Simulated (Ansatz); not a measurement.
## SiO2 (Fddd): the gap up the ladder of methods

What gap does each level of theory give for SiO2 (Fddd), and in what time?

Method: density functionals, hybrids and G0W0, plane waves, PAW, in Ansatz 0.2.0.

### Step 1. The structure

Symmetry: Fddd, No. 70, orthorhombic system. Conventional cell: a = 4.719 Å, b = 9.433 Å, c = 14.726 Å, α = 90.00°, β = 90.00°, γ = 90.00°. Si has 4 O at 1.60 to 1.62 Å nearest. O has 2 Si at 1.60 Å nearest. Nearest to O lie 2 Si at 1.62 Å. Farther neighbours and most contacts between anions are not listed.

The cell and positions are those that the Materials Project relaxed with its own functionals (PBE, PBE+U or r2SCAN), kept fixed. At the settings of the band run the largest force is still 0.08 eV/Å.

The logs state that the PAW files were generated under PBE.

### Step 2. LDA on the 6×6×6 mesh

Levels along a band path and on the mesh show where this functional puts the band edges.

This step: DFT, LDA, plane waves, PAW; PAW set soft_1.

input.yaml reads:

```yaml
crystal:
  lattice:
    - [0.0, 4.71625711, 7.3627753715]
    - [2.3595806657, 0.0, 7.3627753715]
    - [2.3595806657, 4.71625711, 0.0]
  atoms:
    - { symbol: Si, position: [0.56323108, 0.56323108, 0.93676892] }
    - { symbol: Si, position: [0.31323108, 0.31323108, 0.68676892] }
    - { symbol: Si, position: [0.68676892, 0.68676892, 0.31323108] }
    - { symbol: Si, position: [0.93676892, 0.93676892, 0.56323108] }
    - { symbol: O, position: [0.625, 0.125, 0.625] }
    - { symbol: O, position: [0.625, 0.625, 0.125] }
    - { symbol: O, position: [0.625, 0.625, 0.625] }
    - { symbol: O, position: [0.125, 0.625, 0.625] }
    - { symbol: O, position: [0.1865604, 0.8134396, 0.1865604] }
    - { symbol: O, position: [0.8134396, 0.1865604, 0.8134396] }
    - { symbol: O, position: [0.4365604, 0.0634396, 0.4365604] }
    - { symbol: O, position: [0.0634396, 0.4365604, 0.0634396] }
kpoints:
  mp_grid: { grid: [6, 6, 6] }
  band_path:
    path:
      - [[0.0, 0.0, 0.0], [0.5, 0.0, 0.5], [1.0, 0.5, 0.5], [0.5, 0.5, 0.0], [0.0, 0.0, 0.0], [0.0, 0.33825295, 0.33825295]]
      - [[1.0, 0.66174705, 0.66174705], [1.0, 0.5, 0.5]]
      - [[0.5, 0.0, 0.5], [0.5, 0.21309896, 0.71309896]]
      - [[0.5, 0.78690104, 0.28690104], [0.5, 0.5, 0.0]]
      - [[0.0, 0.0, 0.0], [0.5, 0.5, 0.5]]
    npoints: 10
hamiltonian:
  xc: lda
  pseudopotentials: { kind: paw, azcp: { folder: soft_1 }, xc_functional: pbe }
scf:
  occupations: { method: fermi_dirac, width: 0.02 }
  n_extra_bands: 8
output:
  eigenvalues: true
  forces: true
  stress: true
  write_density: true
  write_potential: true
  elf: true
  volumetric_format: npy
```

Command:

```console
ansatz run input.yaml --threads 3 --pin off --max-ram 92160MiB --backend cuda --events-out ev --progress --plain --runs-dir out --devices 1 --max-vram 13GiB
```

Numbers of over 12 decimals in the logs are rounded to 6 here.

The program printed:

```text
scf.n_extra_bands = 8 over 32 filled bands (N_el = 64.0): the run solves 40 bands
GPUs: using 1 of 1 available (devices: 1).
Engine: ansatz 0.2.0, x86_64-unknown-linux-gnu
Pseudopotentials: kind: paw
Pseudopotential: Si, paw, valence charge 4, recommended cutoff 420 eV (normal), soft_1/Si.paw.azcp
Pseudopotential: O, paw, valence charge 6, recommended cutoff 420 eV (normal), soft_1/O.paw.azcp
Functional definition: SPW92
  exchange = slater_x
  correlation = pw_c
device memory: the entry about to start is reckoned to put 4.8 GiB on a device that reports 55.1 GiB free (of which the cap on the GPU budget leaves the run 13.0 GiB)
GPU FFT provider: cuFFT
GPU libraries: cuBLAS 13.8.2, cuFFT 12.4.0, cuSOLVER 12.3.4
Crystal: 12 atoms, lattice volume = 163.872 Å³
Basis set: ecut = 420 eV, 3169 PW (Γ)
Bands: 40, of which v1, the nominal top of the filled ones, is band 32 counted from 1 (31 counted from 0)
Symmetry: 8 space group operations
Space group: Fddd (ITA 70), of the structure as read, at distance tolerance 5.5e-5 Å
k-points: 46 of 216
Non-local potential: Si, projectors of the file, l = 0: 2, l = 1: 2, l = 2: 1
Non-local potential: O, projectors of the file, l = 0: 2, l = 1: 2, l = 2: 1
PAW form: soft (Blöchl's): semilocal exchange-correlation on the pseudo side does not see the compensation charge
PAW frozen core: Si, regenerated for the run's functional, and the local potential with it (the file was generated under x = pbe(κ = 0.804, μ = 0.219515), c = pbe(β = 0.066725))
PAW frozen core: O, regenerated for the run's functional, and the local potential with it (the file was generated under x = pbe(κ = 0.804, μ = 0.219515), c = pbe(β = 0.066725))
PAW one-centre angular grid: Si, 110 points (default); XC on 64 Gauss nodes
PAW one-centre angular grid: O, 110 points (default); XC on 64 Gauss nodes
Initial density: superposition of atomic densities (chi_scale 0.1, normalization cell, long waves kept (reshape's long-wave potential 0.01 eV rms))
Initial wavefunctions: pseudopotential atomic-orbital guess
GPU buffer pool allocated for 116640 grid points (all kernels)
GPU transforms: local potential and band sums: pruned to the plane-wave sphere, on 60×54×36
Functional: x = slater, c = lda
SCF iter   1: F=—  HF=-6897.267617 eV  |F-HF|=—  |Δ(HF+E_count)|=         —  Δρ=1.22e-1  dr2=2.19e1  ethr=3.10e-3  ⟨swp⟩=7.8  Hψ=9205  notcnv=0
preconditioner: auto → Resta (q_TF=auto, 2.333 Å⁻¹)  ε∞=2.8  [insulator: Δε(μ)=7.136 eV  Ē_g=17.231 eV  σ=0.020 eV  W_gap=1.00  n_scr=30 (ndim 8)  ℏωp=23.2 eV  f_vac=0.049  D(μ)=0.00/eV (n_scr^D=0)  ε∞_Penn≈2.8]
SCF iter   2: F=—  HF=-6891.051663 eV  |F-HF|=—  |Δ(HF+E_count)|=    6.22e0  Δρ=4.15e-2  dr2=1.19e0  ethr=3.10e-3  ⟨swp⟩=4.1  Hψ=5445  notcnv=0  defer=116
SCF iter   3: F=—  HF=-6890.794022 eV  |F-HF|=—  |Δ(HF+E_count)|=   2.58e-1  Δρ=1.98e-2  dr2=3.71e-1  ethr=1.85e-3  ⟨swp⟩=2.2  Hψ=1980  notcnv=0  defer=116
SCF iter   4: F=—  HF=-6890.708140 eV  |F-HF|=—  |Δ(HF+E_count)|=   8.59e-2  Δρ=1.70e-3  dr2=4.04e-3  ethr=5.79e-4  ⟨swp⟩=3.9  Hψ=3594  notcnv=0  defer=116
SCF iter   5: F=—  HF=-6890.710356 eV  |F-HF|=—  |Δ(HF+E_count)|=   2.22e-3  Δρ=1.60e-3  dr2=2.98e-3  ethr=6.31e-6  ⟨swp⟩=2.5  Hψ=3908  notcnv=0  defer=114
SCF iter   6: F=—  HF=-6890.709717 eV  |F-HF|=—  |Δ(HF+E_count)|=   6.39e-4  Δρ=1.85e-4  dr2=4.59e-5  ethr=4.65e-6  ⟨swp⟩=2.0  Hψ=3050  notcnv=0  defer=114
SCF iter   7: F=—  HF=-6890.709903 eV  |F-HF|=—  |Δ(HF+E_count)|=   1.86e-4  Δρ=5.28e-5  dr2=3.35e-6  ethr=7.18e-8  ⟨swp⟩=2.0  Hψ=2988  notcnv=0  defer=114
SCF iter   8: F=-6890.709907 eV  HF=-6890.709907 eV  |F-HF|=6.33e-8  |Δ(HF+E_count)|=   3.98e-6  Δρ=7.49e-6  dr2=8.92e-8  ethr=1.56e-10  ⟨swp⟩=19.5  Hψ=18948  notcnv=0
SCF 1 converged in 8 iterations: F = -6890.709907 eV  dr2 = 8.92e-8
[...]
device memory: the entry about to start is reckoned to put 3.9 GiB on a device that reports 50.7 GiB free (of which the cap on the GPU budget leaves the run 13.0 GiB)
NSCF: frozen V_eff on 95 k-points
SCF converged after 8 iterations
Free energy (F): -6890.709907 eV
Harris-Foulkes:  -6890.709907 eV  (|F-HF|=6.33e-8)
Internal energy: -6890.709907 eV  (E = F + TS)
E sigma→0 (E₀):  -6890.709907 eV
Fermi energy:    4.221411 eV
--- Per-component energies (eV) ---
  E_band       = -345.439747
  E_kinetic    = 1546.651329
  E_local      = -4240.162828  (includes V_loc(G=0)·N_el)
  E_nonlocal   = 528.933463
  E_hartree    = 1558.260870
  E_xc         = -789.627115
  E_vxc        = -919.887661  (∫ρ·V_xc dr)
  E_paw        = -3165.227328  (= ΣΔE_a)
  E_vpaw       = -377.502813  (= ΣTr[D̂ρ^β])
  E_aug_tail   = 0.006884  (compensation charges beyond the density's cutoff)
  E_ewald      = -2330.657877
  E_core_change = 1.112695  (= ΣΔE_core)
  E_smearing   = -0.000000  (= −TS)
  E_closure    = 0.000000  (closes the sum)
  Σ components = -6890.709907   (vs F -6890.709907, Δ=0.00e0)
--- Forces (eV/Å), atoms counted from 1 ---
  atom   1  Si     0.00000000    -0.00000000    -0.07874262
  atom   2  Si    -0.00000000     0.00000000    -0.07874262
  atom   3  Si    -0.00000000     0.00000000     0.07874262
  atom   4  Si     0.00000000    -0.00000000     0.07874262
  atom   5  O      0.00000000     0.00000000    -0.00000000
  atom   6  O      0.00000000    -0.00000000    -0.00000000
  atom   7  O      0.00000000    -0.00000000    -0.00000000
  atom   8  O      0.00000000     0.00000000     0.00000000
  atom   9  O      0.00000000     0.06091357     0.00000000
  atom  10  O      0.00000000    -0.06091357     0.00000000
  atom  11  O      0.00000000     0.06091357     0.00000000
  atom  12  O     -0.00000000    -0.06091357    -0.00000000
  max |Σ_I F_I| component: 6.94e-18 eV/Å
--- Stress (GPa, compression-positive) ---
       -1.826643       0.000000       0.000000
        0.000000      -1.349213       0.000000
        0.000000       0.000000      -1.552120
  P = ⅓ Tr σ = -1.5760 GPa (-15.760 kbar)
--- Band table (eV; the first three rows and the last of 46) ---
  k-point 0: bands = [... 28 lower, 0.8042, 1.0083, 1.4099, 1.4475, 6.9810, 9.5144, 9.5647, 9.9041, ... 4 higher]
  k-point 1: bands = [... 28 lower, 0.7321, 1.0204, 1.2914, 1.3648, 7.4324, 9.7563, 9.8705, 9.9660, ... 4 higher]
  k-point 2: bands = [... 28 lower, 0.7169, 1.0386, 1.1582, 1.1855, 8.4886, 10.1395, 10.3027, 10.5253, ... 4 higher]
  k-point 45: bands = [... 28 lower, 0.8149, 0.8149, 1.2814, 1.2814, 8.1256, 8.1256, 10.0021, 10.0021, ... 4 higher]
```

Run time: 18 s. Hardware: 1 × NVIDIA H100 80GB HBM3 (shared by 6 runs) with 3 threads of AMD EPYC 7R13 (Zen 3), shared host; peak memory 1.1 GiB.

This step gave:

- pressure: -1.576 GPa
- filled bands: 32
- gap: 5.533 eV
- valence top at: Γ
- conduction bottom at: Γ
- least direct gap: 5.533 eV

Over mesh and path the gap is 5.533 eV, direct, at k = Γ.

### Step 3. r2SCAN on the 6×6×6 mesh

r2SCAN is a meta-GGA: it depends on the kinetic-energy density as well as on the density and its gradient.

This step: DFT, r2SCAN, plane waves, PAW; PAW set soft_1.

Edit input.yaml of step 2 so:

```diff
@@ -22,13 +22,16 @@
     path:
-      - [[0.0, 0.0, 0.0], [0.5, 0.0, 0.5], [1.0, 0.5, 0.5], [0.5, 0.5, 0.0], [0.0, 0.0, 0.0], [0.0, 0.33825295, 0.33825295]]
-      - [[1.0, 0.66174705, 0.66174705], [1.0, 0.5, 0.5]]
-      - [[0.5, 0.0, 0.5], [0.5, 0.21309896, 0.71309896]]
-      - [[0.5, 0.78690104, 0.28690104], [0.5, 0.5, 0.0]]
-      - [[0.0, 0.0, 0.0], [0.5, 0.5, 0.5]]
-    npoints: 10
+      - [0.0, 0.0, 0.0]
+      - [0.5, 0.0, 0.5]
+      - [1.0, 0.5, 0.5]
+      - [0.5, 0.5, 0.0]
+      - [0.0, 0.33825295, 0.33825295]
+      - [1.0, 0.66174705, 0.66174705]
+      - [0.5, 0.21309896, 0.71309896]
+      - [0.5, 0.78690104, 0.28690104]
+    npoints: 1
 hamiltonian:
-  xc: lda
-  pseudopotentials: { kind: paw, azcp: { folder: soft_1 }, xc_functional: pbe }
+  xc: r2scan
+  pseudopotentials: { kind: paw, azcp: { folder: soft_1 } }
 scf:
-  occupations: { method: fermi_dirac, width: 0.02 }
+  occupations: { method: fixed }
   n_extra_bands: 8
@@ -38,5 +41 @@
   stress: true
-  write_density: true
-  write_potential: true
-  elf: true
-  volumetric_format: npy
```

The program printed:

```text
[...]
GPUs: using 1 of 1 available (devices: 1).
[...]
GPU FFT provider: cuFFT
GPU libraries: cuBLAS 13.8.2, cuFFT 12.4.0, cuSOLVER 12.3.4
Crystal: 12 atoms, lattice volume = 163.872 Å³
Basis set: ecut = 500 eV, 4155 PW (Γ), exchange–correlation on 256×240×160 points (64 copies of the dense FFT grid, shifted against one another)
Bands: 40, of which v1, the nominal top of the filled ones, is band 32 counted from 1 (31 counted from 0)
Symmetry: 8 space group operations
[...]
k-points: 46 of 216
[...]
GPU buffer pool allocated for 153600 grid points (all kernels)
[...]
SCF iter   1: F=—  HF=-7125.324405 eV  |F-HF|=—  |Δ(HF+E_count)|=         —  Δρ=1.27e-1  dr2=2.43e1  dr2_τ=2.79e0  ethr=3.10e-3  ⟨swp⟩=5.1  Hψ=7719  notcnv=0  defer=241
[...]
atom   7  O      0.00000000    -0.00000000    -0.00000000
  atom   8  O      0.00000000     0.00000000     0.00000000
  atom   9  O      0.00000000    -0.02345629     0.00000000
  atom  10  O      0.00000000     0.02345629     0.00000000
  atom  11  O      0.00000000    -0.02345629     0.00000000
  atom  12  O     -0.00000000     0.02345629    -0.00000000
  max |Σ_I F_I| component: 2.78e-17 eV/Å
--- Stress (GPa, compression-positive) ---
       -0.070938       0.000000      -0.000000
        0.000000       0.301956       0.000000
       -0.000000       0.000000       0.139618
  P = ⅓ Tr σ = 0.1235 GPa (1.235 kbar)
--- Band table (eV; the first three rows and the last of 46) ---
  k-point 0: bands = [... 28 lower, 0.6783, 0.8777, 1.2812, 1.3231, 7.7214, 10.5069, 10.5297, 10.7823, ... 4 higher]
  k-point 1: bands = [... 28 lower, 0.6066, 0.8964, 1.1664, 1.2405, 8.1793, 10.7434, 10.7936, 10.8860, ... 4 higher]
  k-point 2: bands = [... 28 lower, 0.5943, 0.9169, 1.0359, 1.0581, 9.2697, 11.0844, 11.2902, 11.4627, ... 4 higher]
  k-point 45: bands = [... 28 lower, 0.7008, 0.7008, 1.1592, 1.1592, 8.8915, 8.8915, 10.9559, 10.9559, ... 4 higher]
[key lines of the parts left out:]
SCF converged after 8 iterations
Free energy (F): -7120.221715 eV
Fermi energy:    1.323125 eV
```

Wall time 15 s (1 × NVIDIA H100 80GB HBM3 (shared by 6 runs) with 3 threads); peak memory 1.4 GiB; 31 s of CPU time.

Numbers from this step:

* pressure: 0.1235 GPa
* gap: 6.398 eV
* valence top at: Γ
* conduction bottom at: Γ
* least direct gap: 6.398 eV

Over mesh and listed points the gap is 6.398 eV, direct, at k = Γ. r2SCAN against LDA: 6.398 − 5.533 = +0.865 eV. The runs also differ in plane-wave cutoff (420 eV and 500 eV), so how much of this comes from the functional alone is not known.

### Step 4. HSE06 on the 4×4×4 mesh

HSE06 mixes in a quarter of exact exchange at short range.

This step: DFT, HSE06, plane waves, PAW; PAW set soft_1.

Edit input.yaml of step 3 so:

```diff
@@ -19,3 +19,3 @@
 kpoints:
-  mp_grid: { grid: [6, 6, 6] }
+  mp_grid: { grid: [4, 4, 4] }
   band_path:
@@ -32,3 +32,3 @@
 hamiltonian:
-  xc: r2scan
+  xc: hse06
   pseudopotentials: { kind: paw, azcp: { folder: soft_1 } }
@@ -39,3 +39 @@
   eigenvalues: true
-  forces: true
-  stress: true
```

The program printed:

```text
[...]
GPUs: using 1 of 1 available (devices: 1).
[...]
davidson cushion auto → on  (no smearing: the cushion is to keep the highest requested band from converging to the state above it; pin scf.eigensolver.cushion to override)
[...]
GPU FFT provider: cuFFT
GPU libraries: cuBLAS 13.8.2, cuFFT 12.4.0, cuSOLVER 12.3.4
Crystal: 12 atoms, lattice volume = 163.872 Å³
Basis set: ecut = 420 eV, 3169 PW (Γ)
[...]
Fermi energy:    0.449239 eV
[...]
--- Band table (eV; the first three rows and the last of 18) ---
  k-point 0: bands = [... 28 lower, -0.2048, -0.0169, 0.4146, 0.4492, 8.0347, 10.7104, 10.7651, 11.0979, ... 4 higher]
  k-point 1: bands = [... 28 lower, -0.3481, 0.0204, 0.2069, 0.2754, 9.0009, 11.2060, 11.2588, 11.5043, ... 4 higher]
  k-point 2: bands = [... 28 lower, -0.1916, -0.1445, 0.1197, 0.1766, 10.5769, 11.1579, 11.4845, 11.9465, ... 4 higher]
  k-point 17: bands = [... 28 lower, -0.1951, -0.1951, 0.2877, 0.2877, 9.2149, 9.2149, 11.2185, 11.2185, ... 4 higher]
[key lines of the parts left out:]
Free energy (F): -7097.613499 eV
```

Wall time 37 s (1 × NVIDIA H100 80GB HBM3 (shared by 6 runs) with 3 threads); peak memory 1.9 GiB.

This step gave:

```
gap                     : 7.585 eV
valence top at          : Γ
conduction bottom at    : Γ
least direct gap        : 7.585 eV
exact-exchange fraction : 0.25
```

Over mesh and listed points the gap is 7.585 eV, direct, at k = Γ. HSE06 against LDA: 7.585 − 5.533 = +2.052 eV. The runs also differ in mesh (6×6×6 and 4×4×4), so how much of this comes from the functional alone is not known.

### Step 5. PBE0 on the 4×4×4 mesh

PBE0 mixes in a quarter of exact exchange at all distances.

This step: DFT, PBE0, plane waves, PAW; PAW set soft_1.

Edit input.yaml of step 4 so:

```diff
@@ -32,3 +32,3 @@
 hamiltonian:
-  xc: hse06
+  xc: pbe0
   pseudopotentials: { kind: paw, azcp: { folder: soft_1 } }
@@ -39 +39,5 @@
   eigenvalues: true
+  write_density: true
+  write_potential: true
+  elf: true
+  volumetric_format: npy
```

The program printed:

```text
[...]
GPUs: using 1 of 1 available (devices: 1).
[...]
GPU FFT provider: cuFFT
GPU libraries: cuBLAS 13.8.2, cuFFT 12.4.0, cuSOLVER 12.3.4
Crystal: 12 atoms, lattice volume = 163.872 Å³
Basis set: ecut = 420 eV, 3169 PW (Γ)
Bands: 40, of which v1, the nominal top of the filled ones, is band 32 counted from 1 (31 counted from 0)
Symmetry: 8 space group operations
[...]
k-points: 18 of 64
[...]
Fermi energy:    0.043987 eV
[...]
--- Band table (eV; the first three rows and the last of 18) ---
  k-point 0: bands = [... 28 lower, -0.6117, -0.4236, 0.0101, 0.0440, 8.3974, 11.0874, 11.1392, 11.4775, ... 4 higher]
  k-point 1: bands = [... 28 lower, -0.7569, -0.3865, -0.1992, -0.1305, 9.3699, 11.5849, 11.6380, 11.8814, ... 4 higher]
  k-point 2: bands = [... 28 lower, -0.6000, -0.5518, -0.2864, -0.2296, 10.9512, 11.5358, 11.8671, 12.3244, ... 4 higher]
  k-point 17: bands = [... 28 lower, -0.6040, -0.6040, -0.1181, -0.1181, 9.5854, 9.5854, 11.5959, 11.5959, ... 4 higher]
[key lines of the parts left out:]
Free energy (F): -7099.019261 eV
```

Elapsed: 37 s, on 1 × NVIDIA H100 80GB HBM3 (shared by 6 runs) with 3 threads; peak memory 1.9 GiB.

This step gave:

- gap: 8.353 eV
- valence top at: Γ
- conduction bottom at: Γ
- least direct gap: 8.353 eV
- exact-exchange fraction: 0.25

Over mesh and listed points the gap is 8.353 eV, direct, at k = Γ. PBE0 against HSE06: 8.353 − 7.585 = +0.768 eV, with the same mesh, files and cutoff, and both edges at the same k points.

### Step 6. G0W0@LDA, 4×4×4 mesh, 898 empty bands, screening to 180 eV, PAW set soft_1 files

G0W0 replaces the xc potential by a self-energy built once from the orbitals of the start. Levels are corrected in the window of bands that the input names, at points of the mesh.

This step: G0W0 on LDA, plane waves, PAW; PAW set soft_1.

Edit input.yaml of step 5 so:

```diff
@@ -20,24 +20,12 @@
   mp_grid: { grid: [4, 4, 4] }
-  band_path:
-    path:
-      - [0.0, 0.0, 0.0]
-      - [0.5, 0.0, 0.5]
-      - [1.0, 0.5, 0.5]
-      - [0.5, 0.5, 0.0]
-      - [0.0, 0.33825295, 0.33825295]
-      - [1.0, 0.66174705, 0.66174705]
-      - [0.5, 0.21309896, 0.71309896]
-      - [0.5, 0.78690104, 0.28690104]
-    npoints: 1
 hamiltonian:
-  xc: pbe0
-  pseudopotentials: { kind: paw, azcp: { folder: soft_1 } }
+  xc: lda
+  pseudopotentials: { kind: paw, azcp: { folder: soft_1 }, xc_functional: pbe }
 scf:
   occupations: { method: fixed }
-  n_extra_bands: 8
-output:
-  eigenvalues: true
-  write_density: true
-  write_potential: true
-  elf: true
-  volumetric_format: npy
+gw:
+  n_empty_bands: 898
+  ecut_chi: 180.0
+  qp_bands: [v4, c4]
+  qp_kpoints: band_edges
+  screening: { model: contour_deformation }
```

The program printed:

```text
GPUs: using 1 of 1 available (devices: 1).
[...]
GPU FFT provider: cuFFT
GPU libraries: cuBLAS 13.8.2, cuFFT 12.4.0, cuSOLVER 12.3.4
Crystal: 12 atoms, lattice volume = 163.872 Å³
Basis set: ecut = 420 eV, 3169 PW (Γ)
Bands: 44, of which v1, the nominal top of the filled ones, is band 32 counted from 1 (31 counted from 0)
Symmetry: 8 space group operations
[...]
k-points: 18 of 64
[...]
0    36      9.9041    -7.7439    -3.7153   -13.2195  0.8525    11.6845    11.6643  root
[...]
17    33      8.1256    -7.6193    -3.4079   -12.5606  0.8608     9.6721     9.6590  root
    17    34      8.1256    -7.6193    -3.4079   -12.5606  0.8608     9.6721     9.6590  root
    17    35     10.0021    -6.5266    -3.9107   -12.2452  0.8572    11.8309    11.8100  root
    17    36     10.0021    -6.5266    -3.9107   -12.2452  0.8572    11.8309    11.8100  root
[key lines of the parts left out:]
SCF converged after 8 iterations
Free energy (F): -6890.709766 eV
Fermi energy:    1.447511 eV
```

It took 3.3 min on 1 × NVIDIA H100 80GB HBM3 (shared by 6 runs) with 3 threads; peak memory 4.4 GiB; 5.9 min of CPU time.

Numbers from this step:

| Item | Value |
| --- | --- |
| bands summed | 930 |
| RPA ε∞ on this mesh (eigenvalues) | 2.260, 2.312, 2.320 |
| plane waves in the screening matrix | 915 |
| G0W0 gap over the corrected points | 8.731 eV |
| k of the valence top | 0, 0, 0 |
| k of the conduction bottom | 0, 0, 0 |
| starting gap on the mesh | 5.533 eV |
| Z at the valence top | 0.8009 |
| Z at the conduction bottom | 0.8677 |
| least direct G0W0 gap over the corrected points | 8.731 eV |

Over all 18 irreducible mesh points the G0W0 gap is 8.731 eV, direct, at k = Γ. The LDA gap of this run on the mesh is 5.533 eV. The two states that bound the G0W0 gap lie that far apart at the start, so the correction of the gap is 8.731 − 5.533 = +3.198 eV.

[end of part 1 of 2]

[Paths, hosts, dates, memory and timing lines, banners, echoed tables and standing remarks are left out of the program output.]

[Logs are printed without paths, hosts, clocks, repeated set-up lines and the standing remarks that a program may print on its own settings, such as how far it seeks lower states.]

[Runs of the session that timed out or met a known fault of the program may be left out.]

[Cells called generated may have been cut or substituted from an entry of the Crystallography Open Database or the Materials Project.]

[Hosts, paths, dates, database ids (printed as entryN), source tags and the programs' standing remarks are cut or masked in the printed files.]

[Where an RPA ε∞ is given, it is that of the G0W0 mesh and is not shown converged in it. Names of k-points follow the symmetry that the program found, which can be lower than the space group named. Band edges on a path are those of the sampled points; other points can move an edge, and change direct to indirect where valleys lie close.]

[Hybrid gaps are those of their k-mesh and are not shown converged in it.]
